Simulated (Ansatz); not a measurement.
# How CuI (Marshite, F-43m) expands on warming

Wanted: α(T), C_P(T) and B(T) of CuI (Marshite) in the quasi-harmonic approximation.

Main program and level: Ansatz 0.2.0; DFT RPBE, scalar-relativistic, plane waves, PAW.

The database entry behind the starting cell differs from later determinations by our own check (about 0.15 % long (mineral sample)), so it need not match the best structure at ambient conditions.

### Step 1. The starting structure

The structure is cubic, space group F-43m (No. 216). Conventional cell: a = 6.063 Å, b = 6.063 Å, c = 6.063 Å, α = 90.00°, β = 90.00°, γ = 90.00°. Nearest to Cu lie 4 I at 2.63 Å. I has 4 Cu at 2.63 Å nearest. Farther neighbours and most contacts between anions are not listed.

### Step 2. A first coarse run

A cheap single point shows whether the cell is a metal or an insulator and how far it is from rest; that sets the k-mesh and the occupations of what follows.

Input file input.yaml:

```yaml
crystal:
  lattice:
    - [0.0, 3.0315, 3.0315]
    - [3.0315, 0.0, 3.0315]
    - [3.0315, 3.0315, 0.0]
  atoms:
    - { symbol: Cu, position: [0.25, 0.25, 0.25], spin: 1.0 }
    - { symbol: I, position: [0.0, 0.0, 0.0] }
kpoints:
  mp_grid: { grid: [6, 6, 6] }
hamiltonian:
  xc: rpbe
scf:
  occupations: { method: gaussian, width: 0.1 }
  lower_state_search: "off"
output:
  forces: true
  stress: true
  eigenvalues: true
  populations: true
magnetization:
  spin_polarized: true
```

Run with:

```
> ansatz run input.yaml --threads 4 --pin off --max-ram 8192MiB --backend cpu --events-out ev --progress --plain --runs-dir out
```

Numbers of over 12 decimals in the logs are rounded to 6 here.

The program printed:

```text
Engine: ansatz 0.2.0, aarch64-unknown-linux-gnu
Pseudopotentials: kind: paw
Pseudopotential: Cu, paw, valence charge 19, recommended cutoff 420 eV (normal), Cu.paw.azcp
Pseudopotential: I, paw, valence charge 17, recommended cutoff 420 eV (normal), I.paw.azcp
Functional definition: RPBE
  parameter kappa = 0.804
  parameter beta = 0.066725
  exchange = rpbe_x(kappa = kappa, mu = beta*pi^2/3)
  correlation = pbe_c(beta = beta)
Crystal: 2 atoms, lattice volume = 55.719 Å³
Basis set: ecut = 420 eV, 1067 PW (Γ), exchange–correlation on 60×60×60 points (8 copies of the dense FFT grid, shifted against one another)
Bands: 23, of which v1, the nominal top of the filled ones, is band 18 counted from 1 (17 counted from 0)
Symmetry: 24 space group operations
Space group: F-43m (ITA 216), of the structure as read, at distance tolerance 3.8e-5 Å
Magnetic group: BNS 216.74 (UNI 1576), of the structure as read, at distance tolerance 3.8e-5 Å
k-points: 16 of 216 (time reversal used)
Non-local potential: Cu, projectors of the file, l = 0: 3, l = 1: 2, l = 2: 3, l = 3: 1
Non-local potential: I, projectors of the file, l = 0: 2, l = 1: 2, l = 2: 2, l = 3: 2
PAW form: soft (Blöchl's): semilocal exchange-correlation on the pseudo side does not see the compensation charge
PAW frozen core: Cu, regenerated for the run's functional, and the local potential with it (the file was generated under x = pbe(κ = 0.804, μ = 0.219515), c = pbe(β = 0.066725))
PAW frozen core: I, regenerated for the run's functional, and the local potential with it (the file was generated under x = pbe(κ = 0.804, μ = 0.219515), c = pbe(β = 0.066725))
PAW one-centre angular grid: Cu, 590 points (default); XC on 64 Gauss nodes
PAW one-centre angular grid: I, 590 points (default); XC on 64 Gauss nodes
Initial density: superposition of atomic densities (chi_scale 0.1, normalization cell, long waves kept (reshape's long-wave potential 0.00 eV rms))
Starting moments: Σ|m| = 1 μB on 1 of 2 sites
Initial wavefunctions: pseudopotential atomic-orbital guess
Functional: x = rpbe, c = pbe(β = 0.066725)
SCF iter   1: F=—  HF=-14153.451396 eV  |F-HF|=—  |Δ(HF+E_count)|=         —  Δρ=1.00e-1 (↑2.95e-2 ↓1.00e-1)  dr2=3.54e0  dr2_m=1.97e0  M=0.000 μB ∫|m|=0.107 μB  β_m=0.30  ethr=3.10e-3  ⟨swp⟩=5.9  Hψ=3345  notcnv=0
preconditioner: auto → none  [insulator: Δε(μ)=1.496 eV  Ē_g=10.879 eV  σ=0.100 eV  W_gap=1.00  n_scr=14 (ndim 8)  ℏωp=21.1 eV  f_vac=0.154  D(μ)=0.00/eV (n_scr^D=0)  ε∞_Penn≈4.8]
SCF iter   2: F=—  HF=-14152.672431 eV  |F-HF|=—  |Δ(HF+E_count)|=   7.79e-1  Δρ=6.02e-2 (↑6.02e-2 ↓2.70e-2)  dr2=4.28e-1  dr2_m=9.22e-1  M=0.000 μB ∫|m|=0.132 μB  β_m=0.30  ethr=3.10e-3  ⟨swp⟩=3.0  Hψ=1790  notcnv=0  defer=32
SCF iter   3: F=—  HF=-14152.614176 eV  |F-HF|=—  |Δ(HF+E_count)|=   5.83e-2  Δρ=3.59e-2 (↑2.82e-2 ↓3.59e-2)  dr2=9.51e-2  dr2_m=5.14e-1  M=0.000 μB ∫|m|=0.086 μB  β_m=0.30  ethr=1.19e-3  ⟨swp⟩=2.1  Hψ=1355  notcnv=0  defer=30
SCF iter   4: F=—  HF=-14152.639137 eV  |F-HF|=—  |Δ(HF+E_count)|=   2.50e-2  Δρ=2.60e-2 (↑2.60e-2 ↓2.00e-2)  dr2=1.68e-2  dr2_m=2.67e-1  M=0.000 μB ∫|m|=0.071 μB  β_m=0.30  ethr=2.64e-4  ⟨swp⟩=2.2  Hψ=1181  notcnv=0  defer=30
SCF iter   5: F=—  HF=-14152.667544 eV  |F-HF|=—  |Δ(HF+E_count)|=   2.84e-2  Δρ=1.74e-2 (↑1.61e-2 ↓1.74e-2)  dr2=7.22e-4  dr2_m=1.44e-1  M=0.000 μB ∫|m|=0.054 μB  β_m=0.30  ethr=4.67e-5  ⟨swp⟩=2.0  Hψ=1489  notcnv=0  defer=30
SCF iter   6: F=—  HF=-14152.675853 eV  |F-HF|=—  |Δ(HF+E_count)|=   8.31e-3  Δρ=1.36e-2 (↑1.36e-2 ↓1.10e-2)  dr2=2.66e-3  dr2_m=7.70e-2  M=0.000 μB ∫|m|=0.042 μB  β_m=0.30  ethr=2.01e-6  ⟨swp⟩=2.5  Hψ=1330  notcnv=0  defer=30
SCF iter   7: F=—  HF=-14152.679689 eV  |F-HF|=—  |Δ(HF+E_count)|=   3.84e-3  Δρ=9.26e-3 (↑9.26e-3 ↓8.83e-3)  dr2=7.09e-5  dr2_m=4.18e-2  M=0.000 μB ∫|m|=0.032 μB  β_m=0.30  ethr=2.01e-6  ⟨swp⟩=1.7  Hψ=841  notcnv=0  defer=30
Mixer restart at iter 7: flushing history
spin-set hold released at iteration 7 (site moments contracting): the magnetisation degrees of freedom join the quasi-Newton model from the next iteration; the mixer history was flushed
SCF iter   8: F=—  HF=-14152.681929 eV  |F-HF|=—  |Δ(HF+E_count)|=   2.24e-3  Δρ=6.69e-3 (↑6.69e-3 ↓6.64e-3)  dr2=7.11e-6  dr2_m=2.27e-2  M=0.000 μB ∫|m|=0.025 μB  β_m=0.65  ethr=1.97e-7  ⟨swp⟩=2.2  Hψ=1141  notcnv=0  defer=30
SCF iter   9: F=—  HF=-14152.685133 eV  |F-HF|=—  |Δ(HF+E_count)|=   3.20e-3  Δρ=1.29e-3 (↑1.29e-3 ↓1.09e-3)  dr2=2.04e-3  dr2_m=8.53e-6  M=0.000 μB ∫|m|=0.004 μB  β_m=0.44  ethr=1.97e-8  ⟨swp⟩=3.4  Hψ=1687  notcnv=0  defer=30
SCF iter  10: F=—  HF=-14152.684641 eV  |F-HF|=—  |Δ(HF+E_count)|=   4.92e-4  Δρ=1.74e-4 (↑1.15e-4 ↓1.74e-4)  dr2=1.22e-5  dr2_m=6.56e-6  M=0.000 μB ∫|m|=0.004 μB  β_m=0.63  ethr=1.97e-8  ⟨swp⟩=3.6  Hψ=1676  notcnv=0  defer=30
SCF iter  11: F=—  HF=-14152.684672 eV  |F-HF|=—  |Δ(HF+E_count)|=   3.12e-5  Δρ=8.38e-5 (↑5.15e-5 ↓8.38e-5)  dr2=1.00e-6  dr2_m=2.09e-6  M=0.000 μB ∫|m|=0.002 μB  β_m=0.81  ethr=1.97e-8  ⟨swp⟩=2.0  Hψ=1094  notcnv=0  defer=30
iter 12 did not close the SCF: its close was put off for a magnetic moment that had not settled (scf_convergence_deferred on its scf_iter line)
SCF iter  12: F=-14152.684679 eV  HF=-14152.684679 eV  |F-HF|=3.86e-8  |Δ(HF+E_count)|=   6.62e-6  Δρ=1.38e-5 (↑1.38e-5 ↓1.04e-5)  dr2=6.69e-8  dr2_m=6.06e-8  M=0.000 μB ∫|m|=0.000 μB  β_m=0.89  ethr=2.78e-10  ⟨swp⟩=10.0  Hψ=4533  notcnv=0
iter 13 did not close the SCF: its close was put off for a magnetic moment that had not settled (scf_convergence_deferred on its scf_iter line)
SCF iter  13: F=-14152.684679 eV  HF=-14152.684679 eV  |F-HF|=9.54e-9  |Δ(HF+E_count)|=   1.42e-7  Δρ=5.16e-6 (↑5.16e-6 ↓2.96e-6)  dr2=1.95e-8  dr2_m=6.59e-9  M=0.000 μB ∫|m|=0.000 μB  β_m=0.80  ethr=1.86e-10  ⟨swp⟩=3.1  Hψ=2801  notcnv=0
iter 14 did not close the SCF: its close was put off for a magnetic moment that had not settled (scf_convergence_deferred on its scf_iter line)
SCF iter  14: F=-14152.684679 eV  HF=-14152.684679 eV  |F-HF|=3.55e-10  |Δ(HF+E_count)|=   4.65e-9  Δρ=1.88e-6 (↑6.00e-7 ↓1.88e-6)  dr2=1.07e-9  dr2_m=5.66e-10  M=0.000 μB ∫|m|=0.000 μB  β_m=0.83  ethr=5.42e-11  ⟨swp⟩=2.3  Hψ=2427  notcnv=0
SCF iter  15: F=-14152.684679 eV  HF=-14152.684679 eV  |F-HF|=1.82e-11  |Δ(HF+E_count)|=   1.12e-9  Δρ=1.37e-7 (↑1.26e-7 ↓1.37e-7)  dr2=1.25e-12  dr2_m=8.53e-12  M=0.000 μB ∫|m|=0.000 μB  ethr=2.98e-12  ⟨swp⟩=1.1  Hψ=2132  notcnv=0
WARN: the starting moments were not kept: the SCF closed with an absolute magnetisation of 4.1e-6 μB, where they sum to 1 μB in size (1 site). That is at most 0.1 of that sum. Measured as dr2_m measures the in/out step, that magnetisation stands 3.2e-12 eV from none, at or under the dr2_threshold of 1.0e-7 eV: it is no larger than a step whose dr2_m would equal this threshold. The system may hold no moment; this SCF  [...]
SCF 1 converged in 15 iterations: F = -14152.684679 eV  dr2 = 1.25e-12
  greatest PAW one-centre occupation: 1.000 electrons in one spin orbital (limit 2), on the Cu atom at site 0 (counted from 0), in its partial waves of l = 0
SCF converged after 15 iterations
Magnetization: 0.0000 μB (18.0000 up, 18.0000 down)
Absolute magnetization: 0.0000 μB (∫|ρ↑−ρ↓|, with the PAW one-centre terms)
Spin contamination: 0.0000 ħ² per cell (⟨S²⟩ above its minimum at these occupations)
Per-site moments (μB) at R_I (Å): [(1.553288242801982e-7, 1.082959), (5.758765673097877e-7, 1.082959)]
Free energy (F): -14152.684679 eV
Harris-Foulkes:  -14152.684679 eV  (|F-HF|=1.82e-11)
Internal energy: -14152.684679 eV  (E = F + TS)
E sigma→0 (E₀):  -14152.684679 eV
Fermi energy:    8.933411 eV
--- Per-component energies (eV) ---
  E_band       = -862.792100
  E_kinetic    = 489.261827
  E_local      = -7624.315249  (includes V_loc(G=0)·N_el)
  E_nonlocal   = 313.053277
  E_hartree    = 3546.317535
  E_xc         = -215.588982
  E_vxc        = -240.912113  (∫ρ·V_xc dr)
  E_paw        = -6507.178423  (= ΣΔE_a)
  E_vpaw       = -892.515101  (= ΣTr[D̂ρ^β])
  E_aug_tail   = 0.000305  (compensation charges beyond the density's cutoff)
  E_ewald      = -4154.131452
  E_core_change = -0.103515  (= ΣΔE_core)
  E_smearing   = -0.000000  (= −TS)
  E_closure    = -0.000000  (closes the sum)
  Σ components = -14152.684679   (vs F -14152.684679, Δ=0.00e0)
--- Forces (eV/Å), atoms counted from 1 ---
  atom   1  Cu    -0.00000000     0.00000000    -0.00000000
  atom   2  I      0.00000000    -0.00000000     0.00000000
  max |Σ_I F_I| component: 9.40e-18 eV/Å
--- Stress (GPa, compression-positive) ---
        2.377949       0.000000      -0.000000
        0.000000       2.377949       0.000000
       -0.000000       0.000000       2.377949
  P = ⅓ Tr σ = 2.3779 GPa (23.779 kbar)
--- Band table (eV; the first three rows and the last of 32) ---
  k-point 0 ↑: bands = [... 14 lower, 6.4794, 8.2995, 8.2995, 8.2995, 9.5587, 13.2000, 13.2000, 13.2000, ... 1 higher]
  k-point 1 ↑: bands = [... 14 lower, 6.4708, 7.4596, 8.1089, 8.1089, 10.4515, 13.2504, 13.5468, 13.5468, ... 1 higher]
  k-point 2 ↑: bands = [... 14 lower, 6.4821, 6.7762, 7.7664, 7.7664, 10.6196, 13.8129, 13.8129, 14.8477, ... 1 higher]
  k-point 15 ↓: bands = [... 14 lower, 6.4461, 6.5631, 6.7523, 7.0288, 12.2476, 12.2621, 15.4610, 15.5575, ... 1 higher]
--- Löwdin populations: 2 sites ---
  site symbol       q [e]    m [muB]
     0     Cu     18.5411    -0.0000
     1      I     17.2846     0.0000
  spilling = 0.004842 (of n_electrons = 36.000000)
```

The job ended after 2 s (4 threads of Arm Neoverse V2, shared host; peak memory 0.36 GiB; 7 s of CPU time).

This step gave:

```
pressure          : 2.378 GPa
gap on the k-mesh : 1.259 eV
volume per atom   : 27.86 Å³
gap by spin       : 1.259, 1.259 eV
```

The start is under 2.4 GPa at this level and looks like an insulator or semiconductor on this mesh.

### Step 3. Relaxation

The vibrations must be taken about the equilibrium of this functional, not about the starting cell, so the structure is relaxed.

Input file input.yaml:

```yaml
crystal:
  lattice:
    - [0.0, 3.0315, 3.0315]
    - [3.0315, 0.0, 3.0315]
    - [3.0315, 3.0315, 0.0]
  atoms:
    - { symbol: Cu, position: [0.25, 0.25, 0.25] }
    - { symbol: I, position: [0.0, 0.0, 0.0] }
kpoints:
  mp_grid: { grid: [8, 8, 8] }
hamiltonian:
  xc: rpbe
scf:
  occupations: { method: gaussian, width: 0.02 }
output:
  forces: true
  stress: true
  eigenvalues: true
relax:
  adjacent_minimum: "off"
  f_tol: 0.005
  max_steps: 80
  cell: { stress_tol: 0.05 }
```

The program printed:

```text
[...]
Crystal: 2 atoms, lattice volume = 55.719 Å³
Basis set: ecut = 420 eV, 1067 PW (Γ), exchange–correlation on 60×60×60 points (8 copies of the dense FFT grid, shifted against one another)
Bands: 22, of which v1, the nominal top of the filled ones, is band 18 counted from 1 (17 counted from 0)
Symmetry: 24 space group operations
[...]
k-points: 29 of 512 (time reversal used)
[...]
SCF iter   1: F=—  HF=-14152.688402 eV  |F-HF|=—  |Δ(HF+E_count)|=         —  Δρ=6.21e-3  dr2=1.20e-2  ethr=1.77e-3  ⟨swp⟩=6.5  Hψ=3190  notcnv=0
[...]
SCF iter   6: F=-14152.686661 eV  HF=-14152.686661 eV  |F-HF|=3.59e-8  |Δ(HF+E_count)|=   7.89e-8  Δρ=9.31e-6  dr2=3.19e-8  ethr=2.78e-10  ⟨swp⟩=6.5  Hψ=2946  notcnv=0
SCF 1 converged in 6 iterations: F = -14152.686661 eV  dr2 = 3.19e-8
[...]
relax step   1: F+E_penalty+E_count = -14152.68666055 eV  Δ(F+E_penalty+E_count) = +0.000e0 eV  max|allowed force component| = 4.857e-17 eV/Å  Δτ_max = 0.0000 Å  P = +2.360 GPa  Ω = 55.719 Å³  (6 SCF iters, dr2 threshold 1.00e-7 eV, accepted)
Crystal: 2 atoms, lattice volume = 58.881 Å³
Basis set: ecut = 420 eV, 1139 PW (Γ), exchange–correlation on 60×60×60 points (8 copies of the dense FFT grid, shifted against one another)
[...]
iter 1 solved again at ethr=1.18e-5 eV; its pass at ethr=3.10e-3 eV (dr2=4.26e-3 eV) is discarded
[...]
SCF iter   6: F=-14152.710883 eV  HF=-14152.710882 eV  |F-HF|=1.29e-7  |Δ(HF+E_count)|=   1.24e-6  Δρ=1.05e-5  dr2=5.80e-8  ethr=5.56e-10  ⟨swp⟩=7.4  Hψ=3154  notcnv=0
SCF 2 converged in 6 iterations: F = -14152.710883 eV  dr2 = 5.80e-8
relax step   2: F+E_penalty+E_count = -14152.71088253 eV  Δ(F+E_penalty+E_count) = -2.422e-2 eV  max|allowed force component| = 1.388e-17 eV/Å  Δτ_max = 0.0000 Å  P = +0.309 GPa  Ω = 58.881 Å³  energy of the carried Pulay correction = -9.702e-4 eV  (6 SCF iters, dr2 threshold 2.00e-7 eV, accepted)
Crystal: 2 atoms, lattice volume = 59.388 Å³
Basis set: ecut = 420 eV, 1211 PW (Γ), exchange–correlation on 60×60×60 points (8 copies of the dense FFT grid, shifted against one another)
[...]
SCF iter   5: F=-14152.711281 eV  HF=-14152.711281 eV  |F-HF|=3.44e-8  |Δ(HF+E_count)|=   1.70e-7  Δρ=4.33e-6  dr2=1.21e-8  ethr=5.56e-10  ⟨swp⟩=7.0  Hψ=3119  notcnv=0
SCF 3 converged in 5 iterations: F = -14152.711281 eV  dr2 = 1.21e-8
relax step   3: F+E_penalty+E_count = -14152.71128091 eV  Δ(F+E_penalty+E_count) = -3.984e-4 eV  max|allowed force component| = 2.082e-17 eV/Å  Δτ_max = 0.0000 Å  P = +0.040 GPa  Ω = 59.388 Å³  energy of the carried Pulay correction = -1.121e-3 eV  (5 SCF iters, dr2 threshold 2.00e-7 eV, accepted)
[...]
SCF iter   9: F=-14152.712195 eV  HF=-14152.712195 eV  |F-HF|=1.82e-10  |Δ(HF+E_count)|=   4.13e-9  Δρ=9.51e-8  dr2=3.34e-12  ethr=1.00e-12  ⟨swp⟩=6.0  Hψ=3792  notcnv=0
SCF 4 converged in 9 iterations: F = -14152.712195 eV  dr2 = 3.34e-12
relax step   4: F+E_penalty+E_count = -14152.71219529 eV  Δ(F+E_penalty+E_count) = -9.144e-4 eV  max|allowed force component| = 2.718e-17 eV/Å  Δτ_max = 0.0000 Å  P = +0.021 GPa  Ω = 59.388 Å³  stress off target by 2.11e-2 GPa  SCF on the basis re-selected at this cell (its energy is not comparable with the rows above)  (9 SCF iters)
basis re-selected at this cell: Δ(F+E_penalty+E_count) = -9.144e-4 eV, ΔP = -0.019 GPa vs the last step (what re-selecting the basis moved, of the pressure what is left beyond the Pulay correction that the steps carried, after the strain that the cell walked since its last selection, with what the two solves' SCF thresholds leave and, on support functions, any second-order correction that the steps lacked; it is no m [...]
SCF converged after 9 iterations
Free energy (F): -14152.712195 eV
[...]
Internal energy: -14152.712195 eV  (E = F + TS)
E sigma→0 (E₀):  -14152.712195 eV
Fermi energy:    7.964293 eV
[...]
--- Stress (GPa, compression-positive) ---
        0.021064      -0.000000      -0.000000
       -0.000000       0.021064      -0.000000
       -0.000000       0.000000       0.021064
  P = ⅓ Tr σ = 0.0211 GPa (0.211 kbar)
--- Band table (eV; the first three rows and the last of 29) ---
  k-point 0: bands = [... 14 lower, 5.8356, 7.4115, 7.4115, 7.4115, 8.5167, 12.3770, 12.3770, 12.3770]
  k-point 1: bands = [... 14 lower, 5.8306, 6.8873, 7.3145, 7.3145, 9.1592, 12.2830, 12.5756, 12.5756]
  k-point 2: bands = [... 14 lower, 5.8288, 6.3344, 7.0980, 7.0980, 9.6444, 12.8677, 12.8937, 12.8937]
  k-point 28: bands = [... 14 lower, 5.8172, 5.9103, 6.0543, 6.3607, 11.6846, 12.1873, 13.4297, 13.9473]
--- Relaxed structure (3 steps of the walk, 3 accepted, 1 SCFs on fresh bases) ---
  F+E_penalty+E_count = -14152.71219529 eV   max|allowed force component| = 2.718e-17 eV/Å   (the final SCF, on the basis selected at the relaxed cell)
  cell:  # Å, volume = 59.3876 Å³
    - [0, 3.096624, 3.096624]
    - [3.096624, 0, 3.096624]
    - [3.096624, 3.096624, 0]
  atoms:
    - { symbol: Cu, position: [0.25, 0.25, 0.25] }
    - { symbol: I, position: [0, 0, 0] }
```

The job ended after 3.8 s (4 threads; peak memory 0.4 GiB).

Relaxation path:

```csv
step,energy less that of the first step (eV),largest force component (eV/Å),pressure (GPa),volume (Å³)
1,0.0000,0.0000,2.36,55.72
2,-0.0242,0.0000,0.31,58.88
3,-0.0246,0.0000,0.04,59.39
4*,-0.0255,0.0000,0.02,59.39
```

Relaxation steps marked * repeat the geometry before them on a plane-wave basis chosen anew for their cell, so energy and pressure can jump there.

Forces are held to the 24 operations that the run works with; a distortion that breaks them can't arise in this run.

```csv
"conventional cell, symmetrised",before,after,change
a (Å),6.063,6.193,+2.1 %
b (Å),6.063,6.193,+2.1 %
c (Å),6.063,6.193,+2.1 %
volume (Å³/atom),27.86,29.69,+6.6 %
```

Final coordinates:

```cif
data_structure
_symmetry_space_group_name_H-M 'P 1'
_symmetry_Int_Tables_number 1
_cell_length_a 4.3793
_cell_length_b 4.3793
_cell_length_c 4.3793
_cell_angle_alpha 60.000
_cell_angle_beta 60.000
_cell_angle_gamma 60.000
_cell_volume 59.39
loop_
_atom_site_label
_atom_site_type_symbol
_atom_site_fract_x
_atom_site_fract_y
_atom_site_fract_z
_atom_site_occupancy
Cu1 Cu 0.25000 0.25000 0.25000 1
I2 I 0.00000 0.00000 0.00000 1
```

Numbers from this step:

| Item | Value |
| --- | --- |
| pressure | 0.02106 GPa |
| gap on the k-mesh | 1.105 eV |
| volume per atom | 29.69 Å³ |

The relaxation ends with a pressure of 0.02 GPa.

### Step 4. Tight relaxation

The thresholds are tightened for a last relaxation ahead of the phonons, and where mesh or smearing change with them the cell follows.

input.yaml, the sections that differ from step 3:

```yaml
crystal:
  lattice:
    - [0.0, 3.096624261, 3.096624261]
    - [3.096624261, 0.0, 3.096624261]
    - [3.096624261, 3.096624261, 0.0]
  atoms:
    - { symbol: Cu, position: [0.25, 0.25, 0.25] }
    - { symbol: I, position: [0.0, 0.0, 0.0] }
scf:
  occupations: { method: fixed }
relax:
  adjacent_minimum: "off"
  f_tol: 0.001
  max_steps: 60
  cell: { stress_tol: 0.01 }
# kpoints, hamiltonian, output: as in step 3
```

The program printed:

```text
[...]
Crystal: 2 atoms, lattice volume = 59.388 Å³
Basis set: ecut = 420 eV, 1211 PW (Γ), exchange–correlation on 60×60×60 points (8 copies of the dense FFT grid, shifted against one another)
Bands: 22, of which v1, the nominal top of the filled ones, is band 18 counted from 1 (17 counted from 0)
Symmetry: 24 space group operations
[...]
k-points: 29 of 512 (time reversal used)
[...]
k-point 28: bands = [... 14 lower, 5.8113, 5.9041, 6.0480, 6.3541, 11.6740, 12.1792, 13.4208, 13.9394]
--- Relaxed structure (2 steps of the walk, 2 accepted, 1 SCFs on fresh bases) ---
[...]
cell:  # Å, volume = 59.4242 Å³
    - [0, 3.097260, 3.097260]
    - [3.097260, 0, 3.097260]
    - [3.097260, 3.097260, 0]
  atoms:
    - { symbol: Cu, position: [0.25, 0.25, 0.25] }
    - { symbol: I, position: [0, 0, 0] }
[key lines of the parts left out:]
SCF converged after 6 iterations
Free energy (F): -14152.712195 eV
Fermi energy:    7.403209 eV
P = ⅓ Tr σ = 0.0021 GPa (0.021 kbar)
```

Wall time 2.8 s (4 threads); peak memory 0.4 GiB; 10 s of CPU time.

Little changed from the start: no atom moved by 0.005 Å and no cell edge by 0.1 %.

This step gave:

- pressure: 0.002138 GPa
- gap on the k-mesh: 1.104 eV
- volume per atom: 29.71 Å³

The residual pressure is 0.0021 GPa, small enough for phonons.

### Step 5. A faulty attempt

This input was changed on purpose, to see how the program answers.

Input file input.yaml:

```yaml
crystal:
  lattice:
    - [0.0, 3.097260317, 3.097260317]
    - [3.097260317, 0.0, 3.097260317]
    - [3.097260317, 3.097260317, 0.0]
  atoms:
    - { symbol: Cu, position: [0.25, 0.25, 0.25] }
    - { symbol: I, position: [0.0, 0.0, 0.0] }
kpoints:
  mp_grid: { grid: [8, 8, 8] }
hamiltonian:
  xc: rpbe
scf:
  occupations: { method: fixed }
  max_iter: 60
output:
  eigenvalues: true
phonons:
  method: dfpt
  thermal_expansion: {}
```

The program printed:

```text
Error: invalid value for `phonons.thermal_expansion`: set with method: dfpt but no qmesh, whose force constants give each cell's vibrations; set qmesh ([6, 6, 6], say) or remove thermal_expansion
```

The job ended after 0.02 s (4 threads; peak memory 0.031 GiB).

The input was rejected at the start.

The program's message: “Error: invalid value for `phonons.thermal_expansion`: set with method: dfpt but no qmesh, whose force constants give each cell's vibrations; set qmesh ([6, 6, 6], say) or remove thermal_expansion”

The fault put into the input: thermal expansion with neither a supercell nor a q mesh.

[end of part 1 of 3]

[Logs are printed without paths, hosts, clocks, repeated set-up lines and the standing remarks that a program may print on its own settings, such as how far it seeks lower states.]

[Hosts, paths, dates, database ids (printed as entryN), source tags and the programs' standing remarks are cut or masked in the printed files.]

[A step with changed settings may run another functional than the one named; its input shows which.]
